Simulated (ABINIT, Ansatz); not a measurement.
# Ranks, solvers and switches in ABINIT: KZnF3 (Pm-3m)

Which options change the time, and which the result? The test case is KZnF3 (Pm-3m).

Main program and level: ABINIT 10.8.3; LDA and many-body steps on it, plane waves.

**1. The system as given**

The structure is cubic, space group Pm-3m (No. 221). Conventional cell: a = 4.050 Å, b = 4.050 Å, c = 4.050 Å, α = 90.00°, β = 90.00°, γ = 90.00°. Nearest to K lie 12 F at 2.86 Å. Nearest to Zn lie 6 F at 2.03 Å. F has 2 Zn at 2.03 Å and 4 K at 2.86 Å nearest. Farther neighbours, and contacts between anions beyond the nearest, are not listed.

Coordinates:

```cif
data_structure
_symmetry_space_group_name_H-M 'P 1'
_symmetry_Int_Tables_number 1
_cell_length_a 4.0500
_cell_length_b 4.0500
_cell_length_c 4.0500
_cell_angle_alpha 90.000
_cell_angle_beta 90.000
_cell_angle_gamma 90.000
_cell_volume 66.43
loop_
_atom_site_label
_atom_site_type_symbol
_atom_site_fract_x
_atom_site_fract_y
_atom_site_fract_z
_atom_site_occupancy
K1 K 0.00000 0.00000 0.00000 1
Zn2 Zn 0.50000 0.50000 0.50000 1
F3 F 0.50000 0.50000 0.00000 1
F4 F 0.00000 0.50000 0.50000 1
F5 F 0.50000 0.00000 0.50000 1
```

The cell and positions come from the Crystallography Open Database and are kept as given unless a step says otherwise.

**2. Base**

This step: ABINIT 10.8.3; RPA screening on LDA, plane waves, norm-conserving pseudopotentials.

The RPA dielectric matrix is built and inverted for each q.

The input, run.abi:

```
acell 3*1.0 Angstrom
rprim 
  4.050000000000 0.000000000000 0.000000000000
  0.000000000000 4.050000000000 0.000000000000
  0.000000000000 0.000000000000 4.050000000000
ntypat 3
znucl 19 30 9
natom 5
typat 1 2 3 3 3
xred 
  0.000000000000 0.000000000000 0.000000000000
  0.500000000000 0.500000000000 0.500000000000
  0.500000000000 0.500000000000 0.000000000000
  0.000000000000 0.500000000000 0.500000000000
  0.500000000000 0.000000000000 0.500000000000
pp_dirpath "pseudos"
pseudos "K.upf, Zn.upf, F.upf"
ecut 36
ngkpt 2 2 2
nshiftk 1
shiftk 0 0 0
kptopt 1
chksymbreak 0
istwfk *1
occopt 1
irdwfk 1
optdriver 3
nband 75
ecuteps 4.5
inclvkb 2
awtr 1
symchi 1
indata_prefix "in"
outdata_prefix "out"
tmpdata_prefix "tmp"
```

Command:

```sh
> OMP_NUM_THREADS=1 mpirun -n 56 abinit run.abi > log
```

The program printed:

```text
.Version 10.8.3 of ABINIT. v10.8.2 released Aug 2026.

 Symmetries : space group Pm -3 m (#221); Bravais cP (primitive cubic)
[... echo of the input left out ...]
== DATASET  1 ==================================================================
-   mpi_nproc: 56, omp_nthreads: 1 (-1 if OMP is not activated)

--- !DatasetInfo
iteration_state: {dtset: 1, }
dimensions: {natom: 5, nkpt: 4, mband: 75, nsppol: 1, nspinor: 1, nspden: 1, mpw: 4680, }
cutoff_energies: {ecut:  36.0, pawecutdg:  -1.0, }
electrons: {nelect:   5.00000000E+01, charge:   0.00000000E+00, occopt:   1.00000000E+00, tsmear:   1.00000000E-02, }

 SCREENING: Calculation of the susceptibility and dielectric matrices

 Based on a program developped by R.W. Godby, V. Olevano, G. Onida, and L. Reining.
 Incorporated in ABINIT by V. Olevano, G.-M. Rignanese, and M. Torrent.
.Using double precision arithmetic ; gwpc =  8

[... cell and pseudopotentials left out ...]
--------------------------------------------------------------------------------

 ==== K-mesh for the wavefunctions ====
 Number of points in the irreducible wedge :     4
[... list of points left out ...]
 Together with 48 symmetry operations and time-reversal symmetry
 yields     8 points in the full Brillouin Zone.

 ==== Q-mesh for the screening function ====
 Number of points in the irreducible wedge :     4
[... list of points left out ...]
 Together with 48 symmetry operations and time-reversal symmetry
 yields     8 points in the full Brillouin Zone.

 setmesh: FFT mesh size selected  =    27x   27x   27
          total number of points  =        19683

 vcoul_init : cutoff-mode = AUXILIARY_FUNCTION
 q-points for optical limit:   1
     1)      0.000010    0.000020    0.000030

- screening: taking advantage of time-reversal symmetry
- Maximum band index for partially occupied states nbvw = 25
- Remaining bands to be divided among processors   nbcw = 50
- Number of bands treated by each node ~0

 Number of electrons calculated from density =   50.0000; Expected =   50.0000
 average of density, n =  0.111534
 r_s =    1.2887
 omega_plasma =   32.2151 [eV]

 calculating chi0 at frequencies [eV] :
  1    0.000000E+00    0.000000E+00
  2    0.000000E+00    3.221512E+01

--------------------------------------------------------------------------------
  q-point number  1        q = ( 0.000000, 0.000000, 0.000000) [r.l.u.]
--------------------------------------------------------------------------------
[... chi0 elements left out ...]
 For q-point:  0.000010 0.000020 0.000030
  dielectric constant =   2.3817
  dielectric constant without local fields =   2.5171

  Average fulfillment of the sum rule on Im[epsilon] for q-point    1 :     28.69  [%]
[... wings left out ...]
  q-point number  2        q = ( 0.500000, 0.000000, 0.000000) [r.l.u.]
--------------------------------------------------------------------------------
[... chi0 elements left out ...]
  Average fulfillment of the sum rule on Im[epsilon] for q-point    2 :     35.01  [%]

 [... 2 further q-points ...]
```

Run time: 6.7 s. Hardware: 56 MPI ranks of Arm Neoverse N1, host not shared; peak memory 7 GiB; 6 min of CPU time.

Read from the output:

| Property | Result |
| --- | --- |
| ε∞ with local fields, on this mesh | 2.382 |
| ε∞ without local fields, on this mesh | 2.517 |
| plasma frequency | 32.22 eV |
| plane waves in the screening matrix | 203 |

Local fields lower ε∞ by 5 %. On a Γ-centred mesh this coarse the value itself is usually too large, while a short band sum pulls it down.

**3. Ranks (16 × 1)**

run.abi is that of step 2.

Command:

```sh
> OMP_NUM_THREADS=1 mpirun -n 16 abinit run.abi > log
```

The program printed:

```text
.Version 10.8.3 of ABINIT. v10.8.2 released Aug 2026.

 Symmetries : space group Pm -3 m (#221); Bravais cP (primitive cubic)
[... echo of the input left out ...]
== DATASET  1 ==================================================================
-   mpi_nproc: 16, omp_nthreads: 1 (-1 if OMP is not activated)

--- !DatasetInfo
iteration_state: {dtset: 1, }
dimensions: {natom: 5, nkpt: 4, mband: 75, nsppol: 1, nspinor: 1, nspden: 1, mpw: 4680, }
cutoff_energies: {ecut:  36.0, pawecutdg:  -1.0, }
[...]
--------------------------------------------------------------------------------
[... chi0 elements left out ...]
 For q-point:  0.000010 0.000020 0.000030
  dielectric constant =   2.3817
  dielectric constant without local fields =   2.5171

  Average fulfillment of the sum rule on Im[epsilon] for q-point    1 :     28.69  [%]
[... wings left out ...]
  q-point number  2        q = ( 0.500000, 0.000000, 0.000000) [r.l.u.]
--------------------------------------------------------------------------------
[... chi0 elements left out ...]
  Average fulfillment of the sum rule on Im[epsilon] for q-point    2 :     35.01  [%]

 [... 2 further q-points ...]
```

The job ended after 8.2 s (16 MPI ranks; peak memory 2.3 GiB; 2.1 min of CPU time).

This step gave:

| Property | Result |
| --- | --- |
| ε∞ with local fields, on this mesh | 2.382 |
| ε∞ without local fields, on this mesh | 2.517 |
| plasma frequency | 32.22 eV |
| plane waves in the screening matrix | 203 |

**4. Ranks (8 × 1)**

run.abi is that of step 3.

Command:

```sh
> OMP_NUM_THREADS=1 mpirun -n 8 abinit run.abi > log
```

The program printed:

```text
.Version 10.8.3 of ABINIT. v10.8.2 released Aug 2026.

 Symmetries : space group Pm -3 m (#221); Bravais cP (primitive cubic)
[... echo of the input left out ...]
== DATASET  1 ==================================================================
-   mpi_nproc: 8, omp_nthreads: 1 (-1 if OMP is not activated)

--- !DatasetInfo
iteration_state: {dtset: 1, }
dimensions: {natom: 5, nkpt: 4, mband: 75, nsppol: 1, nspinor: 1, nspden: 1, mpw: 4680, }
cutoff_energies: {ecut:  36.0, pawecutdg:  -1.0, }
[...]
--------------------------------------------------------------------------------
[... chi0 elements left out ...]
 For q-point:  0.000010 0.000020 0.000030
  dielectric constant =   2.3817
  dielectric constant without local fields =   2.5171

  Average fulfillment of the sum rule on Im[epsilon] for q-point    1 :     28.69  [%]
[... wings left out ...]
  q-point number  2        q = ( 0.500000, 0.000000, 0.000000) [r.l.u.]
--------------------------------------------------------------------------------
[... chi0 elements left out ...]
  Average fulfillment of the sum rule on Im[epsilon] for q-point    2 :     35.01  [%]

 [... 2 further q-points ...]
```

Elapsed: 10 s, on 8 MPI ranks; peak memory 1.1 GiB; 83 s of CPU time.

Read from the output:

```
ε∞ with local fields, on this mesh    : 2.382
ε∞ without local fields, on this mesh : 2.517
plasma frequency                      : 32.22 eV
plane waves in the screening matrix   : 203
```

**5. Ranks (4 × 1)**

run.abi is that of step 4.

Command:

```sh
> OMP_NUM_THREADS=1 mpirun -n 4 abinit run.abi > log
```

The program printed:

```text
.Version 10.8.3 of ABINIT. v10.8.2 released Aug 2026.

 Symmetries : space group Pm -3 m (#221); Bravais cP (primitive cubic)
[... echo of the input left out ...]
== DATASET  1 ==================================================================
-   mpi_nproc: 4, omp_nthreads: 1 (-1 if OMP is not activated)

--- !DatasetInfo
iteration_state: {dtset: 1, }
dimensions: {natom: 5, nkpt: 4, mband: 75, nsppol: 1, nspinor: 1, nspden: 1, mpw: 4680, }
cutoff_energies: {ecut:  36.0, pawecutdg:  -1.0, }
[...]
--------------------------------------------------------------------------------
[... chi0 elements left out ...]
 For q-point:  0.000010 0.000020 0.000030
  dielectric constant =   2.3817
  dielectric constant without local fields =   2.5171

  Average fulfillment of the sum rule on Im[epsilon] for q-point    1 :     28.69  [%]
[... wings left out ...]
  q-point number  2        q = ( 0.500000, 0.000000, 0.000000) [r.l.u.]
--------------------------------------------------------------------------------
[... chi0 elements left out ...]
  Average fulfillment of the sum rule on Im[epsilon] for q-point    2 :     35.01  [%]

 [... 2 further q-points ...]
```

It took 15 s on 4 MPI ranks; peak memory 0.58 GiB.

This step gave:

| Property | Result |
| --- | --- |
| ε∞ with local fields, on this mesh | 2.382 |
| ε∞ without local fields, on this mesh | 2.517 |
| plasma frequency | 32.22 eV |
| plane waves in the screening matrix | 203 |

**6. Ranks (2 × 1)**

run.abi is that of step 5.

Command:

```sh
> OMP_NUM_THREADS=1 mpirun -n 2 abinit run.abi > log
```

The program printed:

```text
.Version 10.8.3 of ABINIT. v10.8.2 released Aug 2026.

 Symmetries : space group Pm -3 m (#221); Bravais cP (primitive cubic)
[... echo of the input left out ...]
== DATASET  1 ==================================================================
-   mpi_nproc: 2, omp_nthreads: 1 (-1 if OMP is not activated)

--- !DatasetInfo
iteration_state: {dtset: 1, }
dimensions: {natom: 5, nkpt: 4, mband: 75, nsppol: 1, nspinor: 1, nspden: 1, mpw: 4680, }
cutoff_energies: {ecut:  36.0, pawecutdg:  -1.0, }
[...]
--------------------------------------------------------------------------------
[... chi0 elements left out ...]
 For q-point:  0.000010 0.000020 0.000030
  dielectric constant =   2.3817
  dielectric constant without local fields =   2.5171

  Average fulfillment of the sum rule on Im[epsilon] for q-point    1 :     28.69  [%]
[... wings left out ...]
  q-point number  2        q = ( 0.500000, 0.000000, 0.000000) [r.l.u.]
--------------------------------------------------------------------------------
[... chi0 elements left out ...]
  Average fulfillment of the sum rule on Im[epsilon] for q-point    2 :     35.01  [%]

 [... 2 further q-points ...]
```

Elapsed: 25 s, on 2 MPI ranks; peak memory 0.37 GiB.

Numbers from this step:

| Item | Value |
| --- | --- |
| ε∞ with local fields, on this mesh | 2.382 |
| ε∞ without local fields, on this mesh | 2.517 |
| plasma frequency | 32.22 eV |
| plane waves in the screening matrix | 203 |

**7. Ranks (1 × 1)**

run.abi is that of step 6.

Command:

```sh
> OMP_NUM_THREADS=1 abinit run.abi > log
```

The program printed:

```text
.Version 10.8.3 of ABINIT. v10.8.2 released Aug 2026.

 Symmetries : space group Pm -3 m (#221); Bravais cP (primitive cubic)
[... echo of the input left out ...]
== DATASET  1 ==================================================================
-   mpi_nproc: 1, omp_nthreads: 1 (-1 if OMP is not activated)

--- !DatasetInfo
iteration_state: {dtset: 1, }
dimensions: {natom: 5, nkpt: 4, mband: 75, nsppol: 1, nspinor: 1, nspden: 1, mpw: 4680, }
cutoff_energies: {ecut:  36.0, pawecutdg:  -1.0, }
[...]
--------------------------------------------------------------------------------
[... chi0 elements left out ...]
 For q-point:  0.000010 0.000020 0.000030
  dielectric constant =   2.3817
  dielectric constant without local fields =   2.5171

  Average fulfillment of the sum rule on Im[epsilon] for q-point    1 :     28.69  [%]
[... wings left out ...]
  q-point number  2        q = ( 0.500000, 0.000000, 0.000000) [r.l.u.]
--------------------------------------------------------------------------------
[... chi0 elements left out ...]
  Average fulfillment of the sum rule on Im[epsilon] for q-point    2 :     35.01  [%]

 [... 2 further q-points ...]
```

Elapsed: 45 s, on 1 MPI rank; peak memory 0.25 GiB.

This step gave:

| Item | Value |
| --- | --- |
| ε∞ with local fields, on this mesh | 2.382 |
| ε∞ without local fields, on this mesh | 2.517 |
| plasma frequency | 32.22 eV |
| plane waves in the screening matrix | 203 |

**8. Threads in place of ranks (14 × 4)**

run.abi is that of step 7.

Command:

```sh
> OMP_NUM_THREADS=4 mpirun -n 14 abinit run.abi > log
```

The program printed:

```text
.Version 10.8.3 of ABINIT. v10.8.2 released Aug 2026.

 Symmetries : space group Pm -3 m (#221); Bravais cP (primitive cubic)
[... echo of the input left out ...]
== DATASET  1 ==================================================================
-   mpi_nproc: 14, omp_nthreads: 4 (-1 if OMP is not activated)

--- !DatasetInfo
iteration_state: {dtset: 1, }
dimensions: {natom: 5, nkpt: 4, mband: 75, nsppol: 1, nspinor: 1, nspden: 1, mpw: 4680, }
cutoff_energies: {ecut:  36.0, pawecutdg:  -1.0, }
[...]
--------------------------------------------------------------------------------
[... chi0 elements left out ...]
 For q-point:  0.000010 0.000020 0.000030
  dielectric constant =   2.3817
  dielectric constant without local fields =   2.5171

  Average fulfillment of the sum rule on Im[epsilon] for q-point    1 :     28.69  [%]
[... wings left out ...]
  q-point number  2        q = ( 0.500000, 0.000000, 0.000000) [r.l.u.]
--------------------------------------------------------------------------------
[... chi0 elements left out ...]
  Average fulfillment of the sum rule on Im[epsilon] for q-point    2 :     35.01  [%]

 [... 2 further q-points ...]
```

Elapsed: 8.7 s, on 14 MPI ranks; peak memory 1.8 GiB; 2.1 min of CPU time.

Numbers from this step:

```yaml
eps_infinity_with_local_fields_on_this_mesh: 2.382
eps_infinity_without_local_fields_on_this_mesh: 2.517
plasma_frequency: 32.22 eV
plane_waves_in_the_screening_matrix: 203
```

**9. No symmetry**

run.abi, as its differences from that of step 8:

```diff
@@ -31,3 +31,3 @@
 awtr 1
-symchi 1
+symchi 0
 indata_prefix "in"
```

Command:

```sh
> OMP_NUM_THREADS=1 mpirun -n 56 abinit run.abi > log
```

The program printed:

```text
.Version 10.8.3 of ABINIT. v10.8.2 released Aug 2026.

 Symmetries : space group Pm -3 m (#221); Bravais cP (primitive cubic)
[... echo of the input left out ...]
== DATASET  1 ==================================================================
-   mpi_nproc: 56, omp_nthreads: 1 (-1 if OMP is not activated)

--- !DatasetInfo
iteration_state: {dtset: 1, }
dimensions: {natom: 5, nkpt: 4, mband: 75, nsppol: 1, nspinor: 1, nspden: 1, mpw: 4680, }
cutoff_energies: {ecut:  36.0, pawecutdg:  -1.0, }
[...]
--------------------------------------------------------------------------------
[... chi0 elements left out ...]
 For q-point:  0.000010 0.000020 0.000030
  dielectric constant =   2.3817
  dielectric constant without local fields =   2.5171

  Average fulfillment of the sum rule on Im[epsilon] for q-point    1 :     28.69  [%]
[... wings left out ...]
  q-point number  2        q = ( 0.500000, 0.000000, 0.000000) [r.l.u.]
--------------------------------------------------------------------------------
[... chi0 elements left out ...]
  Average fulfillment of the sum rule on Im[epsilon] for q-point    2 :     35.01  [%]

 [... 2 further q-points ...]
```

The job ended after 7.9 s (56 MPI ranks; peak memory 9.2 GiB; 7.1 min of CPU time).

Numbers from this step:

| Quantity | Value |
| --- | --- |
| ε∞ with local fields, on this mesh | 2.382 |
| ε∞ without local fields, on this mesh | 2.517 |
| plasma frequency | 32.22 eV |
| plane waves in the screening matrix | 203 |

**10. No time reversal**

run.abi, as its differences from that of step 9:

```diff
@@ -30,4 +30,4 @@
 inclvkb 2
-awtr 1
-symchi 0
+awtr 0
+symchi 1
 indata_prefix "in"
```

The program printed:

```text
.Version 10.8.3 of ABINIT. v10.8.2 released Aug 2026.

 Symmetries : space group Pm -3 m (#221); Bravais cP (primitive cubic)
[... echo of the input left out ...]
== DATASET  1 ==================================================================
-   mpi_nproc: 56, omp_nthreads: 1 (-1 if OMP is not activated)

--- !DatasetInfo
iteration_state: {dtset: 1, }
dimensions: {natom: 5, nkpt: 4, mband: 75, nsppol: 1, nspinor: 1, nspden: 1, mpw: 4680, }
cutoff_energies: {ecut:  36.0, pawecutdg:  -1.0, }
[...]
--------------------------------------------------------------------------------
[... chi0 elements left out ...]
 For q-point:  0.000010 0.000020 0.000030
  dielectric constant =   2.3817
  dielectric constant without local fields =   2.5171

  Average fulfillment of the sum rule on Im[epsilon] for q-point    1 :     28.69  [%]
[... wings left out ...]
  q-point number  2        q = ( 0.500000, 0.000000, 0.000000) [r.l.u.]
--------------------------------------------------------------------------------
[... chi0 elements left out ...]
  Average fulfillment of the sum rule on Im[epsilon] for q-point    2 :     35.01  [%]

 [... 2 further q-points ...]
```

Run time: 6.7 s. Hardware: 56 MPI ranks; peak memory 7 GiB.

Read from the output:

| Item | Value |
| --- | --- |
| ε∞ with local fields, on this mesh | 2.382 |
| ε∞ without local fields, on this mesh | 2.517 |
| plasma frequency | 32.22 eV |
| plane waves in the screening matrix | 203 |

**11. Work shared over k-points**

run.abi, as its differences from that of step 10:

```diff
@@ -30,4 +30,5 @@
 inclvkb 2
-awtr 0
+awtr 1
 symchi 1
+gwpara 1
 indata_prefix "in"
```

The program printed:

```text
.Version 10.8.3 of ABINIT. v10.8.2 released Aug 2026.

 Symmetries : space group Pm -3 m (#221); Bravais cP (primitive cubic)
[... echo of the input left out ...]
== DATASET  1 ==================================================================
-   mpi_nproc: 56, omp_nthreads: 1 (-1 if OMP is not activated)

--- !DatasetInfo
iteration_state: {dtset: 1, }
dimensions: {natom: 5, nkpt: 4, mband: 75, nsppol: 1, nspinor: 1, nspden: 1, mpw: 4680, }
cutoff_energies: {ecut:  36.0, pawecutdg:  -1.0, }
[...]
--------------------------------------------------------------------------------
[... chi0 elements left out ...]
 For q-point:  0.000010 0.000020 0.000030
  dielectric constant =   2.3817
  dielectric constant without local fields =   2.5171

  Average fulfillment of the sum rule on Im[epsilon] for q-point    1 :     28.69  [%]
[... wings left out ...]
  q-point number  2        q = ( 0.500000, 0.000000, 0.000000) [r.l.u.]
--------------------------------------------------------------------------------
[... chi0 elements left out ...]
  Average fulfillment of the sum rule on Im[epsilon] for q-point    2 :     35.01  [%]

 [... 2 further q-points ...]
```

Run time: 7 s. Hardware: 56 MPI ranks; peak memory 8.8 GiB.

Read from the output:

```
ε∞ with local fields, on this mesh    : 2.382
ε∞ without local fields, on this mesh : 2.517
plasma frequency                      : 32.22 eV
plane waves in the screening matrix   : 203
```

(Part 1 of 2 ends here.)

[Long decimals in the printed logs are rounded to 6 places.]

[Logs are printed without paths, hosts, clocks, repeated set-up lines and the standing remarks that a program may print on its own settings, such as how far it seeks lower states.]

[Paths, hosts, dates, memory and timing lines, banners, echoed tables and standing remarks are left out of the program output; an Ansatz launch command may be rebuilt from the run's recorded settings. Measured values are a selection of at most five: reports struck by readers or far from the other reports are left out. None is set beside runs whose start may be inverted or whose files or cutoffs have a known fault.]

[Runs of the session that timed out or met a known fault of the program may be left out.]

[Hosts, paths, dates, database ids (printed as entryN), source tags and the programs' standing remarks are cut or masked in the printed files.]

[G0W0 gaps are taken among the corrected bands and points alone; a level outside them can change the order at an edge.]

[Where Ansatz stands beside ABINIT at settings called matched, ABINIT's density can come from a denser mesh and the files from another edition; pairs whose starting gaps differed by over 0.03 eV were left out, so agreement reads better than it is.]
